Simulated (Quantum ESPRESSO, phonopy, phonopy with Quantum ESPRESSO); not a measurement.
# NaI (Fm-3m): a volume series of phonon spectra, part 2 of 2

Which modes of NaI drive its thermal expansion?

Experimental results on record:
- volume expansion coefficient 135 1e-6/K near room temperature (given in “Descriptors for thermal expansion in solids”, 2017, arXiv:1701.03966)

Quantum ESPRESSO 7.5; DFT LDA, scalar-relativistic, plane waves, GBRV ultrasoft pseudopotentials.

So far. Step 16 (Lattice dynamics at this volume, V/V0 0.98): The time given is that of the 2 pw.x runs on displaced cells behind this step. Step 17 (Ground state at this cell, V/V0 1.04): The run ends at a pressure of -0.75 GPa.

### Step 18. Zone-centre response

The input, ph.in:

```
phonons
&inputph
   prefix = 'x'
   outdir = './tmp'
   fildyn = 'x.dyn'
   tr2_ph = 1.0d-18
   epsil = .true.
/
0.000000000 0.000000000 0.000000000
```

The input, scf.in:

```
&control
   calculation = 'scf'
   prefix = 'x'
   outdir = './tmp'
   pseudo_dir = './pseudo'
   tprnfor = .true.
   tstress = .true.
/
&system
   ibrav = 0
   nat = 2
   ntyp = 2
   ecutwfc = 45.0
   ecutrho = 270.0
   occupations = 'fixed'
   nbnd = 10
/
&electrons
   conv_thr = 1.0d-12
   mixing_beta = 0.7
   electron_maxstep = 100
/
ATOMIC_SPECIES
 Na     22.9898  Na.upf
 I     126.9045  I.upf
CELL_PARAMETERS angstrom
     0.000000000    3.172668249    3.172668249
     3.172668249    0.000000000    3.172668249
     3.172668249    3.172668249    0.000000000
ATOMIC_POSITIONS crystal
 Na     0.000000000   0.000000000   0.000000000
 I      0.500000000   0.500000000   0.500000000
K_POINTS automatic
 6 6 6 0 0 0
```

Launch:

```console
$ OMP_NUM_THREADS=1 mpirun -n 4 ph.x -nk 4 -in ph.in > ph.out
```

Wall time 1.8 min (4 MPI ranks of Arm Neoverse N1, shared host).

ε∞:

```
3.61 0.00 0.00
0.00 3.61 0.00
0.00 0.00 3.61
```

The Born charges sum to zero within 0.012 e; the rest is removed before use. Acoustic frequencies in this log differ from zero by the error of the sum rule, which ph.x does not impose.

### Step 19. A displaced supercell

System of this step: NaI. The structure is orthorhombic, space group Imm2 (No. 44). The conventional cell has a = 8.974 Å, b = 12.691 Å, c = 8.974 Å, α = 90.00°, β = 90.00°, γ = 90.00°. Na has 6 I at 3.16 to 3.19 Å nearest. Na has 6 I at 3.17 Å nearest. Nearest to Na lie 6 I at 3.17 Å. I has 6 Na at 3.17 Å nearest. Farther neighbours and most contacts between anions are not listed.

The input, disp-00001.in:

```
&control
   calculation = 'scf'
   prefix = 'x'
   outdir = './tmp'
   pseudo_dir = './pseudo'
   tprnfor = .true.
   disk_io = 'none'
/
&system
   ibrav = 0
   nat = 16
   ntyp = 2
   ecutwfc = 45.0
   ecutrho = 270.0
   occupations = 'fixed'
   nbnd = 66
/
&electrons
   conv_thr = 1.0d-11
   mixing_beta = 0.7
   electron_maxstep = 100
/
ATOMIC_SPECIES
 Na     22.9898  Na.upf
 I     126.9045  I.upf
CELL_PARAMETERS angstrom
     0.000000000    6.345336498    6.345336498
     6.345336498    0.000000000    6.345336498
     6.345336498    6.345336498    0.000000000
ATOMIC_POSITIONS crystal
 Na     0.002228745   0.000000000   0.000000000
 Na     0.500000000   0.000000000   0.000000000
 Na     0.000000000   0.500000000   0.000000000
 Na     0.500000000   0.500000000   0.000000000
 Na     0.000000000   0.000000000   0.500000000
 Na     0.500000000   0.000000000   0.500000000
 Na     0.000000000   0.500000000   0.500000000
 Na     0.500000000   0.500000000   0.500000000
 I      0.250000000   0.250000000   0.250000000
 I      0.750000000   0.250000000   0.250000000
 I      0.250000000   0.750000000   0.250000000
 I      0.750000000   0.750000000   0.250000000
 I      0.250000000   0.250000000   0.750000000
 I      0.750000000   0.250000000   0.750000000
 I      0.250000000   0.750000000   0.750000000
 I      0.750000000   0.750000000   0.750000000
K_POINTS automatic
 3 3 3 0 0 0
```

Launch:

```console
$ OMP_NUM_THREADS=1 mpirun -n 2 pw.x -nk 2 -in disp-00001.in > disp-00001.out
```

Wall time 6.8 min (2 MPI ranks).

### Step 20. Phonons, V/V0 1.04

This step: DFT LDA, scalar-relativistic, plane waves, GBRV ultrasoft pseudopotentials (phonopy with Quantum ESPRESSO 4.10.0 / 7.5).

The job ended after 6.8 min (4 threads; 27 min of CPU time).

Phonopy, LO-TO term from ph.x's tensors. Phonon branches along the path, in cm⁻¹:

| point | branch 1 | branch 2 | branch 3 | branch 4 | branch 5 | branch 6 |
| --- | --- | --- | --- | --- | --- | --- |
| Γ | 0 | 0 | 0 | 119 | 119 | 172 |
| halfway | 29 | 29 | 66 | 126 | 126 | 148 |
| X | 37 | 37 | 57 | 123 | 123 | 129 |
| halfway | 39 | 45 | 56 | 121 | 126 | 129 |
| U | 44 | 52 | 59 | 117 | 131 | 135 |
| jump to K | 44 | 52 | 59 | 117 | 131 | 135 |
| halfway | 33 | 47 | 62 | 109 | 130 | 164 |
| Γ | 0 | 0 | 0 | 119 | 119 | 172 |
| halfway | 37 | 37 | 54 | 117 | 117 | 172 |
| L | 52 | 52 | 76 | 115 | 115 | 173 |
| halfway | 49 | 51 | 68 | 115 | 124 | 155 |
| W | 48 | 48 | 60 | 122 | 130 | 130 |
| halfway | 41 | 50 | 54 | 123 | 126 | 130 |
| X | 37 | 37 | 57 | 123 | 123 | 129 |

No mode is imaginary beyond numerical noise along the path. The highest zone-centre mode (no LO–TO term) moved by -9.9 % for a volume change of +4.0 %.

The time given is that of the 2 pw.x runs on displaced cells behind this step.

### Step 21. Self-consistent run, V/V0 1.06

This step: DFT LDA, scalar-relativistic, plane waves, GBRV ultrasoft pseudopotentials (Quantum ESPRESSO 7.5).

System of this step: NaI. The structure is cubic, space group Fm-3m (No. 225). Conventional cell: a = 6.386 Å, b = 6.386 Å, c = 6.386 Å, α = 90.00°, β = 90.00°, γ = 90.00°. Na has 6 I at 3.19 Å nearest. Nearest to I lie 6 Na at 3.19 Å. Farther neighbours and most contacts between anions are not listed.

scf.in, as its differences from that of step 18:

```diff
@@ -26,5 +26,5 @@
 CELL_PARAMETERS angstrom
-     0.000000000    3.172668249    3.172668249
-     3.172668249    0.000000000    3.172668249
-     3.172668249    3.172668249    0.000000000
+     0.000000000    3.192876872    3.192876872
+     3.192876872    0.000000000    3.192876872
+     3.192876872    3.192876872    0.000000000
 ATOMIC_POSITIONS crystal
```

Launch:

```console
$ OMP_NUM_THREADS=1 mpirun -n 4 pw.x -nk 4 -in scf.in > scf.out
```

Wall time 6.3 s (4 MPI ranks).

The run ends at a pressure of -1.06 GPa.

### Step 22. Born charges and dielectric tensor

ph.in is that of step 18.

scf.in is that of step 21.

Launch:

```console
$ OMP_NUM_THREADS=1 mpirun -n 4 ph.x -nk 4 -in ph.in > ph.out
```

Elapsed: 1.8 min, on 4 MPI ranks; 7.1 min of CPU time.

ε∞:

```
3.57 0.00 0.00
0.00 3.57 0.00
0.00 0.00 3.57
```

The Born charges sum to zero within 0.012 e; the rest is removed before use. Acoustic frequencies in this log differ from zero by the error of the sum rule, which ph.x does not impose.

### Step 23. A displaced supercell

System of this step: NaI. The structure is orthorhombic, space group Imm2 (No. 44). The conventional cell has a = 9.031 Å, b = 12.772 Å, c = 9.031 Å, α = 90.00°, β = 90.00°, γ = 90.00°. Nearest to Na lie 6 I at 3.18 to 3.21 Å. Nearest to Na lie 6 I at 3.19 Å. Na has 6 I at 3.19 Å nearest. I has 6 Na at 3.19 Å nearest. Farther neighbours and most contacts between anions are not listed.

disp-00001.in, as its differences from that of step 19:

```diff
@@ -26,7 +26,7 @@
 CELL_PARAMETERS angstrom
-     0.000000000    6.345336498    6.345336498
-     6.345336498    0.000000000    6.345336498
-     6.345336498    6.345336498    0.000000000
+     0.000000000    6.385753744    6.385753744
+     6.385753744    0.000000000    6.385753744
+     6.385753744    6.385753744    0.000000000
 ATOMIC_POSITIONS crystal
- Na     0.002228745   0.000000000   0.000000000
+ Na     0.002214638   0.000000000   0.000000000
  Na     0.500000000   0.000000000   0.000000000
```

Launch:

```console
$ OMP_NUM_THREADS=1 mpirun -n 2 pw.x -nk 2 -in disp-00001.in > disp-00001.out
```

Wall time 6.9 min (2 MPI ranks); 14 min of CPU time.

### Step 24. Lattice dynamics at this volume, V/V0 1.06

This step: DFT LDA, scalar-relativistic, plane waves, GBRV ultrasoft pseudopotentials (phonopy with Quantum ESPRESSO 4.10.0 / 7.5).

Run time: 7 min. Hardware: 4 threads; 28 min of CPU time.

No mode is imaginary beyond numerical noise along the path. The highest zone-centre mode (no LO–TO term) moved by -14.7 % for a volume change of +6.0 %.

The time given is that of the 2 pw.x runs on displaced cells behind this step.

### Step 25. Self-consistent run, V/V0 1.085

This step: DFT LDA, scalar-relativistic, plane waves, GBRV ultrasoft pseudopotentials (Quantum ESPRESSO 7.5).

System of this step: NaI. Symmetry: Fm-3m, No. 225, cubic system. The conventional cell has a = 6.436 Å, b = 6.436 Å, c = 6.436 Å, α = 90.00°, β = 90.00°, γ = 90.00°. Nearest to Na lie 6 I at 3.22 Å. Nearest to I lie 6 Na at 3.22 Å. Farther neighbours and most contacts between anions are not listed.

scf.in, as its differences from that of step 22:

```diff
@@ -26,5 +26,5 @@
 CELL_PARAMETERS angstrom
-     0.000000000    3.192876872    3.192876872
-     3.192876872    0.000000000    3.192876872
-     3.192876872    3.192876872    0.000000000
+     0.000000000    3.217783314    3.217783314
+     3.217783314    0.000000000    3.217783314
+     3.217783314    3.217783314    0.000000000
 ATOMIC_POSITIONS crystal
```

Launch:

```console
$ OMP_NUM_THREADS=1 mpirun -n 4 pw.x -nk 4 -in scf.in > scf.out
```

Wall time 6.5 s (4 MPI ranks); 25 s of CPU time.

The run ends at a pressure of -1.41 GPa.

### Step 26. Born charges and dielectric tensor

ph.in is that of step 22.

scf.in is that of step 25.

Launch:

```console
$ OMP_NUM_THREADS=1 mpirun -n 4 ph.x -nk 4 -in ph.in > ph.out
```

It took 1.9 min on 4 MPI ranks.

ε∞:

```
3.53 0.00 0.00
0.00 3.53 0.00
0.00 0.00 3.53
```

The Born charges sum to zero within 0.011 e; the rest is removed before use. Acoustic frequencies in this log differ from zero by the error of the sum rule, which ph.x does not impose.

### Step 27. Forces on a displaced cell

System of this step: NaI. Symmetry: Imm2, No. 44, orthorhombic system. The conventional cell has a = 9.101 Å, b = 12.871 Å, c = 9.101 Å, α = 90.00°, β = 90.00°, γ = 90.00°. Nearest to Na lie 6 I at 3.20 to 3.23 Å. Na has 6 I at 3.22 Å nearest. Nearest to Na lie 6 I at 3.22 Å. Nearest to I lie 6 Na at 3.22 Å. Farther neighbours and most contacts between anions are not listed.

disp-00001.in, as its differences from that of step 23:

```diff
@@ -26,7 +26,7 @@
 CELL_PARAMETERS angstrom
-     0.000000000    6.385753744    6.385753744
-     6.385753744    0.000000000    6.385753744
-     6.385753744    6.385753744    0.000000000
+     0.000000000    6.435566628    6.435566628
+     6.435566628    0.000000000    6.435566628
+     6.435566628    6.435566628    0.000000000
 ATOMIC_POSITIONS crystal
- Na     0.002214638   0.000000000   0.000000000
+ Na     0.002197497   0.000000000   0.000000000
  Na     0.500000000   0.000000000   0.000000000
```

Launch:

```console
$ OMP_NUM_THREADS=1 mpirun -n 2 pw.x -nk 2 -in disp-00001.in > disp-00001.out
```

Run time: 8.2 min. Hardware: 2 MPI ranks; 16 min of CPU time.

### Step 28. Lattice dynamics at this volume, V/V0 1.085

This step: DFT LDA, scalar-relativistic, plane waves, GBRV ultrasoft pseudopotentials (phonopy with Quantum ESPRESSO 4.10.0 / 7.5).

Run time: 8.2 min. Hardware: 4 threads; 31 min of CPU time.

No mode is imaginary beyond numerical noise along the path. The highest zone-centre mode (no LO–TO term) moved by -20.5 % for a volume change of +8.5 %.

The time given is that of the 2 pw.x runs on displaced cells behind this step.

### Step 29. How the modes move with volume

This step: DFT LDA, scalar-relativistic, plane waves, GBRV ultrasoft pseudopotentials (phonopy 4.10.0).

Numbers from this step:

```yaml
share_of_modes_with_a_negative_grueneisen_parameter: 0.055
```

Mean Grüneisen, by row:

| T (K) | heat-capacity-weighted mean | root mean square |
| --- | --- | --- |
| 50 | 1.446 | 1.681 |
| 100 | 1.604 | 1.799 |
| 200 | 1.648 | 1.829 |
| 300 | 1.656 | 1.834 |
| 500 | 1.66 | 1.837 |
| 800 | 1.661 | 1.838 |

Table of mean mode Grueneisen parameter by wavenumber:

| wavenumber (cm⁻¹) | mean mode Grueneisen parameter |
| --- | --- |
| 3.0 | - |
| 9.1 | -0.348 |
| 15.1 | 0.987 |
| 21.2 | 0.487 |
| 27.2 | 0.628 |
| 33.3 | 0.642 |
| 39.3 | 0.428 |
| 45.4 | 0.936 |
| 51.4 | 1.29 |
| 57.5 | 1.63 |
| 63.5 | 1.46 |
| 69.5 | 1.57 |
| 75.6 | 1.61 |
| 81.6 | 1.62 |
| 87.7 | - |
| 93.7 | - |
| 99.8 | - |
| 105.8 | - |
| 111.9 | - |
| 117.9 | 2.49 |
| 124.0 | 2.41 |
| 130.0 | 2.39 |
| 136.1 | 2.37 |
| 142.1 | 2.3 |
| 148.2 | 2.05 |
| 154.2 | 1.79 |
| 160.3 | 1.59 |
| 166.3 | 1.43 |
| 172.4 | 1.31 |
| 178.4 | 1.24 |

Volume series, by row:

| V/V0 | V (Å³/atom) | pressure (GPa) | E - E0 (meV/atom) | gap (eV) | zero-point energy (meV/atom) | lowest on the path (cm⁻¹) | highest at Gamma without the LO-TO term (cm⁻¹) |
| --- | --- | --- | --- | --- | --- | --- | --- |
| 0.98 | 30.09 | 0.442 | 0.991 | 3.671 | 18.91 | 0 | 138.5 |
| 1 | 30.71 | -0.002 | 0 | 3.607 | 18.21 | 0 | 131.7 |
| 1.02 | 31.32 | -0.397 | 0.614 | 3.546 | 17.55 | 0 | 125.1 |
| 1.04 | 31.94 | -0.749 | 2.698 | 3.489 | 16.89 | 0 | 118.6 |
| 1.06 | 32.55 | -1.063 | 6.084 | 3.435 | 16.25 | 0 | 112.3 |
| 1.085 | 33.32 | -1.406 | 11.91 | 3.372 | 15.49 | 0 | 104.7 |

Optical frequency at Gamma without the LO-TO term, mode 4 against V/V0:

| V/V0 | optical frequency at Gamma without the LO-TO term, mode 4 (cm⁻¹) |
| --- | --- |
| 0.9800 | 139 |
| 1.0000 | 132 |
| 1.0200 | 125 |
| 1.0400 | 119 |
| 1.0600 | 112 |
| 1.0850 | 105 |

Grüneisen at points, by row:

| point | branch | frequency (cm⁻¹) | mode Grüneisen parameter |
| --- | --- | --- | --- |
| Γ | 4 | 131.7 | 2.55 |
| Γ | 6 | 181 | 1.29 |
| X | 1 | 36.6 | -0.4 |
| X | 3 | 56.3 | -0.31 |
| X | 4 | 136.1 | 2.53 |
| X | 6 | 142.6 | 2.54 |
| U | 1 | 46.1 | 1.37 |
| U | 2 | 51.8 | -0.27 |
| U | 3 | 61.9 | 1.21 |
| U | 4 | 130 | 2.5 |
| U | 5 | 144.7 | 2.37 |
| U | 6 | 146 | 2 |
| K | 1 | 46.1 | 1.37 |
| K | 2 | 51.8 | -0.27 |
| K | 3 | 61.9 | 1.21 |
| K | 4 | 130 | 2.5 |
| K | 5 | 144.7 | 2.37 |
| K | 6 | 146 | 2 |
| L | 1 | 56.9 | 2.44 |
| L | 3 | 81.1 | 1.66 |
| L | 4 | 126.1 | 2.21 |
| L | 6 | 181.3 | 1.17 |
| W | 1 | 47.7 | -0.29 |
| W | 3 | 65.6 | 2.08 |
| W | 4 | 133.4 | 2.07 |
| W | 5 | 143.3 | 2.37 |

### Step 30. Quasi-harmonic fit by phonopy

Numbers from this step:

| Quantity | Value |
| --- | --- |
| volume expansion coefficient at 300 K | 132.8 1e-6/K |
| isothermal bulk modulus at 300 K | 17.14 GPa |
| C_P at 300 K | 26.23 J/mol-atom/K |
| Grüneisen parameter at 300 K | 1.789 |

Energy (each curve on its own zero) against volume; values in meV/atom:

| volume (Å³/atom) | static | F at 0 K | F at 300 K | F at 600 K |
| --- | --- | --- | --- | --- |
| 30.09 | 0.99 | 2.68 | 7.83 | 14.4 |
| 30.71 | 0 | 0.99 | 4.17 | 8.21 |
| 31.32 | 0.61 | 0.95 | 2.17 | 3.69 |
| 31.94 | 2.7 | 2.37 | 1.49 | 0.33 |
| 32.55 | 6.08 | 5.12 | 2.14 | -1.67 |
| 33.32 | 11.9 | 10.2 | 4.49 | -2.7 |

Phonopy-qha, vinet fit of F(V) at each temperature; no electronic free energy. Qha vinet, by row:

| T (K) | fitted volume (Å³/atom) | alpha_V (1e-6/K) | B_T (GPa) | C_P (J/mol-atom/K) | Grueneisen |
| --- | --- | --- | --- | --- | --- |
| 75 | 31.12 | 78.55 | 19.98 | 18.74 | 1.584 |
| 100 | 31.19 | 93.46 | 19.69 | 21.31 | 1.652 |
| 125 | 31.26 | 102.8 | 19.38 | 22.79 | 1.687 |
| 150 | 31.35 | 109.3 | 19.07 | 23.73 | 1.71 |
| 175 | 31.44 | 114.3 | 18.76 | 24.38 | 1.727 |
| 200 | 31.53 | 118.6 | 18.44 | 24.88 | 1.741 |
| 225 | 31.62 | 122.4 | 18.12 | 25.28 | 1.753 |
| 250 | 31.72 | 125.9 | 17.8 | 25.63 | 1.765 |
| 275 | 31.82 | 129.4 | 17.47 | 25.94 | 1.777 |
| 300 | 31.93 | 132.8 | 17.14 | 26.23 | 1.789 |
| 325 | 32.03 | 136.2 | 16.82 | 26.52 | 1.8 |
| 350 | 32.14 | 139.6 | 16.49 | 26.8 | 1.811 |
| 375 | 32.26 | 143.2 | 16.16 | 27.08 | 1.823 |
| 400 | 32.38 | 146.8 | 15.82 | 27.36 | 1.835 |
| 425 | 32.5 | 150.6 | 15.49 | 27.65 | 1.847 |
| 450 | 32.62 | 154.5 | 15.15 | 27.95 | 1.859 |
| 475 | 32.75 | 158.6 | 14.82 | 28.27 | 1.871 |
| 500 | 32.88 | 162.9 | 14.48 | 28.6 | 1.883 |

Table of volume expansion coefficient, phonopy-qha, Vinet by temperature:

| temperature (K) | volume expansion coefficient, phonopy-qha, Vinet (1e-6/K) |
| --- | --- |
| 75 | 78.5 |
| 100 | 93.5 |
| 125 | 103 |
| 150 | 109 |
| 175 | 114 |
| 200 | 119 |
| 225 | 122 |
| 250 | 126 |
| 275 | 129 |
| 300 | 133 |
| 325 | 136 |
| 350 | 140 |
| 375 | 143 |
| 400 | 147 |
| 425 | 151 |
| 450 | 155 |
| 475 | 159 |
| 500 | 163 |

The fit gives a volume expansion of 133 × 10⁻⁶/K at 300 K.

### Step 31. Outcome

| Quantity | Value |
| --- | --- |
| volume expansion coefficient at 300 K | 132.8 1e-6/K |
| isothermal bulk modulus at 300 K | 17.14 GPa |
| C_P at 300 K | 26.23 J/mol-atom/K |
| Grüneisen parameter at 300 K | 1.789 |
| mean mode Grüneisen parameter at 300 K | 1.66 |

What this shows: Near room temperature NaI expands by 133 × 10⁻⁶/K in volume by LDA, with C_P = 26.2 J/(mol K) per mole of atoms and B_T = 17.1 GPa. The table stops at 500 K because beyond it the fitted volume comes within 1 % of the largest computed cell, where the fit loses its support. C_P at room temperature is 105 % of the classical 3R an atom. A measured volume expansion coefficient near room temperature is 135 1e-6/K (arXiv:1701.03966); the calculated 133 1e-6/K differs by -2 %. The heat-capacity-weighted Grüneisen parameter goes from 1.45 at 50 K to 1.66 at 800 K; 6 % of the modes stiffen on expansion. Weighting γ by the density of states and each mode's heat capacity at 300 K, modes below 60 cm⁻¹ give about 23 % of the sum of γC that drives the expansion, those up to 120 cm⁻¹ 14 % and the rest 63 %. Among the labelled points γ is largest for branch 4 at Γ (132 cm⁻¹, 2.5) and most negative for branch 1 at X (36.6 cm⁻¹, -0.4). The supercell is 7.4 Å across at its narrowest and was not tested against a larger one: only its own wavevectors are exact, and acoustic branches between them, with the entropy at low temperature, can be off.

[Logs are printed without paths, hosts, clocks, repeated set-up lines and the standing remarks that a program may print on its own settings, such as how far it seeks lower states.]

[Hosts, paths, dates, database ids (printed as entryN), source tags and the programs' standing remarks are cut or masked in the printed files.]

[A step with changed settings may run another functional than the one named; its input shows which.]

[Of the runs on displaced cells, only some may be shown.]
